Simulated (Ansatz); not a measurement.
# Cd3Mo: relaxing a made-up structure, part 2 of 2

This structure for Cd3Mo is made up. Its elements were placed in a known structure type with a cell scaled to their sizes. What cell does the guess relax to, and how far off was it?

Ansatz 0.2.0; DFT, PBE, plane-wave PAW, default files, scalar-relativistic, no spin, cell and ions relaxed at zero pressure (the session's first sound run).

So far: Starting point; Relaxing cell and atoms. The relaxed cell has a = 4.179, c = 8.954 Å (conventional setting).

## Step 3: Electronic structure of the relaxed cell

With the geometry fixed, one more self-consistent run, with a narrower smearing and the mesh shown in its input, gives the bands, and its pressure, and its forces where symmetry allows any, show how far the geometry depends on these settings.

This step: DFT, PBE, plane-wave PAW, default files, scalar-relativistic, no spin, bands and density of states at the relaxed cell (Ansatz 0.2.0).

The input, input.yaml:

```yaml
crystal:
  lattice:
    - [-2.089387045, 2.089387045, 4.4769752881]
    - [2.089387045, -2.089387045, 4.4769752881]
    - [2.089387045, 2.089387045, -4.4769752881]
  atoms:
    - { symbol: Cd, position: [0.5, 0.5, 0.0] }
    - { symbol: Cd, position: [0.25, 0.75, 0.5] }
    - { symbol: Cd, position: [0.75, 0.25, 0.5] }
    - { symbol: Mo, position: [0.0, 0.0, 0.0] }
kpoints:
  mp_grid: { grid: [10, 10, 10] }
  band_path:
    path:
      - [[0.0, 0.0, 0.0], [0.0, 0.0, 0.5], [-0.10890264, 0.10890264, 0.5], [-0.30445132, 0.30445132, 0.30445132], [0.0, 0.0, 0.0], [0.5, 0.5, -0.5], [0.30445132, 0.69554868, -0.30445132], [0.0, 0.5, 0.0], [0.25, 0.25, 0.25], [0.5, 0.5, -0.10890264], [0.5, 0.5, -0.5]]
      - [[0.0, 0.0, 0.5], [0.25, 0.25, 0.25]]
    npoints: 7
scf:
  occupations: { method: fermi_dirac, width: 0.03 }
  n_extra_bands: 8
hamiltonian:
  xc: pbe
  pseudopotentials: { kind: paw }
output:
  forces: true
  stress: true
  write_bands: true
  dos: { projected: true }
  write_density: true
  write_potential: true
  elf: true
  volumetric_format: npy
```

Run with:

```sh
> ansatz run input.yaml --threads 4 --pin off --max-ram 8192MiB --backend cpu --events-out ev --progress --plain --runs-dir out
```

Numbers of over 12 decimals in the logs are rounded to 6 here.

Log:

```text
[...]
Crystal: 4 atoms, lattice volume = 78.178 Å³
Basis set: ecut = 420 eV, 1515 PW (Γ), exchange–correlation on 72×72×72 points (8 copies of the dense FFT grid, shifted against one another)
Bands: 45, of which v1, the nominal top of the filled ones, is band 37 counted from 1 (36 counted from 0)
Symmetry: 16 space group operations
[...]
k-points: 102 of 1000
[...]
SCF iter   1: F=—  HF=-29717.323731 eV  |F-HF|=—  |Δ(HF+E_count)|=         —  Δρ=8.47e-3  dr2=2.73e-2  ethr=1.77e-3  ⟨swp⟩=5.8  Hψ=15623  notcnv=0  defer=2
[...]
SCF iter   7: F=-29717.320159 eV  HF=-29717.320159 eV  |F-HF|=3.29e-9  |Δ(HF+E_count)|=   3.55e-8  Δρ=4.44e-6  dr2=1.64e-8  ethr=1.35e-10  ⟨swp⟩=11.3  Hψ=26738  notcnv=0
SCF 1 converged in 7 iterations: F = -29717.320159 eV  dr2 = 1.64e-8
[...]
NSCF: frozen V_eff on 79 k-points
SCF converged after 7 iterations
Free energy (F): -29717.320159 eV
[...]
Internal energy: -29717.309507 eV  (E = F + TS)
E sigma→0 (E₀):  -29717.314833 eV
Entropy (-TS):   -0.010652 eV (-2.663 meV/atom)
Fermi energy:    16.030581 eV
[...]
--- Stress (GPa, compression-positive) ---
       -0.015476       0.000000       0.000000
        0.000000      -0.015476       0.000000
        0.000000       0.000000      -0.074093
  P = ⅓ Tr σ = -0.0350 GPa (-0.350 kbar)
--- Band table (eV; the first three rows and the last of 102) ---
  k-point 0: bands = [... 33 lower, 14.9956, 15.2270, 15.2270, 15.5563, 16.6045, 19.4925, 20.0804, 20.0804, ... 4 higher]
  k-point 1: bands = [... 33 lower, 14.7319, 14.9211, 14.9554, 16.1857, 16.3665, 19.2266, 19.5110, 19.5448, ... 4 higher]
  k-point 2: bands = [... 33 lower, 14.4268, 14.7751, 14.9772, 15.2822, 17.1558, 18.5458, 18.7973, 19.0793, ... 4 higher]
  k-point 101: bands = [... 33 lower, 14.9674, 16.0248, 16.3430, 16.3430, 16.5228, 16.5228, 16.5527, 21.2236, ... 4 higher]
```

Run time: 8 s. Hardware: 4 threads of Arm Neoverse V1, shared host; peak memory 0.59 GiB; 31 s of CPU time.

Numbers from this step:

| Property | Result |
| --- | --- |
| free energy | -29717.3202 eV |
| energy at zero smearing | -29717.3148 eV |
| smearing term TS | 0.01065 eV |
| pressure | -0.03502 GPa |

bands.tsv at the labelled points (eV, zero at the Fermi level; the bands that come nearest the Fermi level along the path):

```tsv
point	band 34	band 35	band 36	band 37	band 38	band 39	band 40	band 41
Γ	-1.04	-0.80	-0.80	-0.47	0.57	3.46	4.05	4.05
X	-2.40	-1.83	-1.21	-0.88	-0.73	0.60	1.47	3.11
Y	-2.89	-2.11	-0.65	-0.61	-0.57	0.62	1.62	3.46
S	-4.07	-0.96	-0.33	0.07	0.09	0.50	3.59	4.17
Γ	-1.04	-0.80	-0.80	-0.47	0.57	3.46	4.05	4.05
Z	-1.06	-0.01	0.31	0.31	0.49	0.49	0.52	5.19
S1	-4.07	-0.96	-0.33	0.07	0.09	0.50	3.59	4.17
N	-2.41	-1.05	-0.52	-0.26	0.00	0.57	2.86	4.94
P	-2.75	-2.72	-0.91	-0.91	0.40	0.60	1.21	3.78
Y1	-2.89	-2.11	-0.65	-0.61	-0.57	0.62	1.62	3.46
Z	-1.06	-0.01	0.31	0.31	0.49	0.49	0.52	5.19
X	-2.40	-1.83	-1.21	-0.88	-0.73	0.60	1.47	3.11
P	-2.75	-2.72	-0.91	-0.91	0.40	0.60	1.21	3.78
```

Counts of states for the cell as run, both spins, by energy window (eV from the Fermi level):

```csv
from,to,total
-8,-7,3.70
-7,-6,0.59
-6,-5,0.78
-5,-4,1.04
-4,-3,1.00
-3,-2,1.63
-2,-1,2.31
-1,0,4.25
0,1,3.22
1,2,1.25
2,3,1.24
3,4,2.12
4,5,1.75
```

Below -8 eV lie 58.7 more states.

Electrostatic potential energy in the ac plane of the conventional cell at fractional y = 0.000, with atoms of Cd and Mo within 0.2 Å of it. With pseudopotentials it is smooth inside the atoms' cores, unlike the true potential.

Ten even steps from '0' (-41 eV) to '9' (19 eV), each cell a mean:
```
00269999998500
13689999999742
77899999999987
99998766789999
99997554568999
99986533457999
99986544457999
99998655578999
89999887899999
67899999999876
45689999999755
34579999998653
44579999998654
55789999999865
78899999999987
99998766789999
99987554568999
99986533457999
99986544457999
99998655578999
89999887899998
46789999999875
01479999998620
00168999998400
```
Columns run along a (4.2 Å; values clipped at the 3rd and 97th percentile), rows up along c (9.0 Å), edges of the conventional cell, whose origin can differ from the input's. Atoms in or near the plane, at fractional coordinates: Cd at (0.00, 0.50), Cd at (0.50, 0.25), Cd at (0.50, 0.75), Mo at (0.00, 0.00).

Valence density in the ac plane of the conventional cell at fractional y = 0.000, with atoms of Cd and Mo within 0.2 Å of it. It is the smooth field of the valence electrons, not physical close to the nuclei.

Ten steps, logarithmic in the rise over the least value, from '0' (0 e/Å³) to '9' (23 e/Å³), each cell a mean:
```
76520000001367
55310000001245
22110111100112
00001234321000
00013578742000
00014799863100
00014799852000
00002466531000
11001122210001
43210000000124
87420000001357
98631000001479
98521000001479
65310000001246
22100011100112
00001234321000
00013578742000
00014799863100
00014799852000
00012466531000
11101122210011
43210000000124
66420000001356
77521000001467
```
Columns run along a (4.2 Å), rows up along c (9.0 Å), edges of the conventional cell, whose origin can differ from the input's. Atoms in or near the plane, at fractional coordinates: Cd at (0.00, 0.50), Cd at (0.50, 0.25), Cd at (0.50, 0.75), Mo at (0.00, 0.00).

ELF in the ac plane of the conventional cell at fractional y = 0.000, with atoms of Cd and Mo within 0.2 Å of it. It is the smooth field of the valence electrons, not physical close to the nuclei.

Ten even steps from '_' (0.13) to '@' (0.85), each cell a mean:
```
**##**..__..::::::____--####
##**--____..::::::..__..++##
--::......................--
............::::::..........
..........==****++::........
________::++%%@@##==..______
________::++##%%**--..______
________..::====--::________
__________........__________
::::..__..............__..::
**++::....::::::::......==++
@@##==....::::--::....::++%%
%%**--....::::::::....::++##
==--::__..::::::::......::==
....____............______..
__________..::::::..________
________..==****++--..______
________::++%%@@##==..______
......__::++##%%**--..__....
..........::====--::........
............................
++==::..................--==
####==..__..::::::____::**##
--##**::__..::::..____==##++
```
Columns run along a (4.2 Å), rows up along c (9.0 Å), edges of the conventional cell, whose origin can differ from the input's. Atoms in or near the plane, at fractional coordinates: Cd at (0.00, 0.50), Cd at (0.50, 0.25), Cd at (0.50, 0.75), Mo at (0.00, 0.00).

## Step 4: What came out

- space group, relaxed: I4/mmm
- conventional cell: a = 4.179, b = 4.179, c = 8.954 Å; α = 90.0°, β = 90.0°, γ = 90.0°
- volume per atom: 19.54 Å³ (guess 19.74)

**Reading.** Cd3Mo relaxes to I4/mmm with a = 4.179, b = 4.179 and c = 8.954 Å. The guessed volume was near the relaxed one. The space group I4/mmm was held in the relaxation, so the end point is a stationary structure within it and may be a saddle against distortions or other arrangements. Bands cross the Fermi level, so it is a metal or semimetal at this level. On the 10×10×10 mesh with the narrower smearing (relaxed on 9×9×9) the forces vanish, as symmetry may demand, and the largest stress component is 0.074 GPa, against the relaxation's thresholds of 0.015 eV/Å and 0.05 GPa. The cutoff wasn't tested. No dispersion term is used, so weakly bound directions may come out too long. The runs have no spin, and magnetism wasn't tested. Nothing here tests whether the compound is stable against decomposition.

[Logs are printed without paths, hosts, clocks, repeated set-up lines and the standing remarks that a program may print on its own settings, such as how far it seeks lower states.]

[Hosts, paths, dates, database ids (printed as entryN), source tags and the programs' standing remarks are cut or masked in the printed files.]
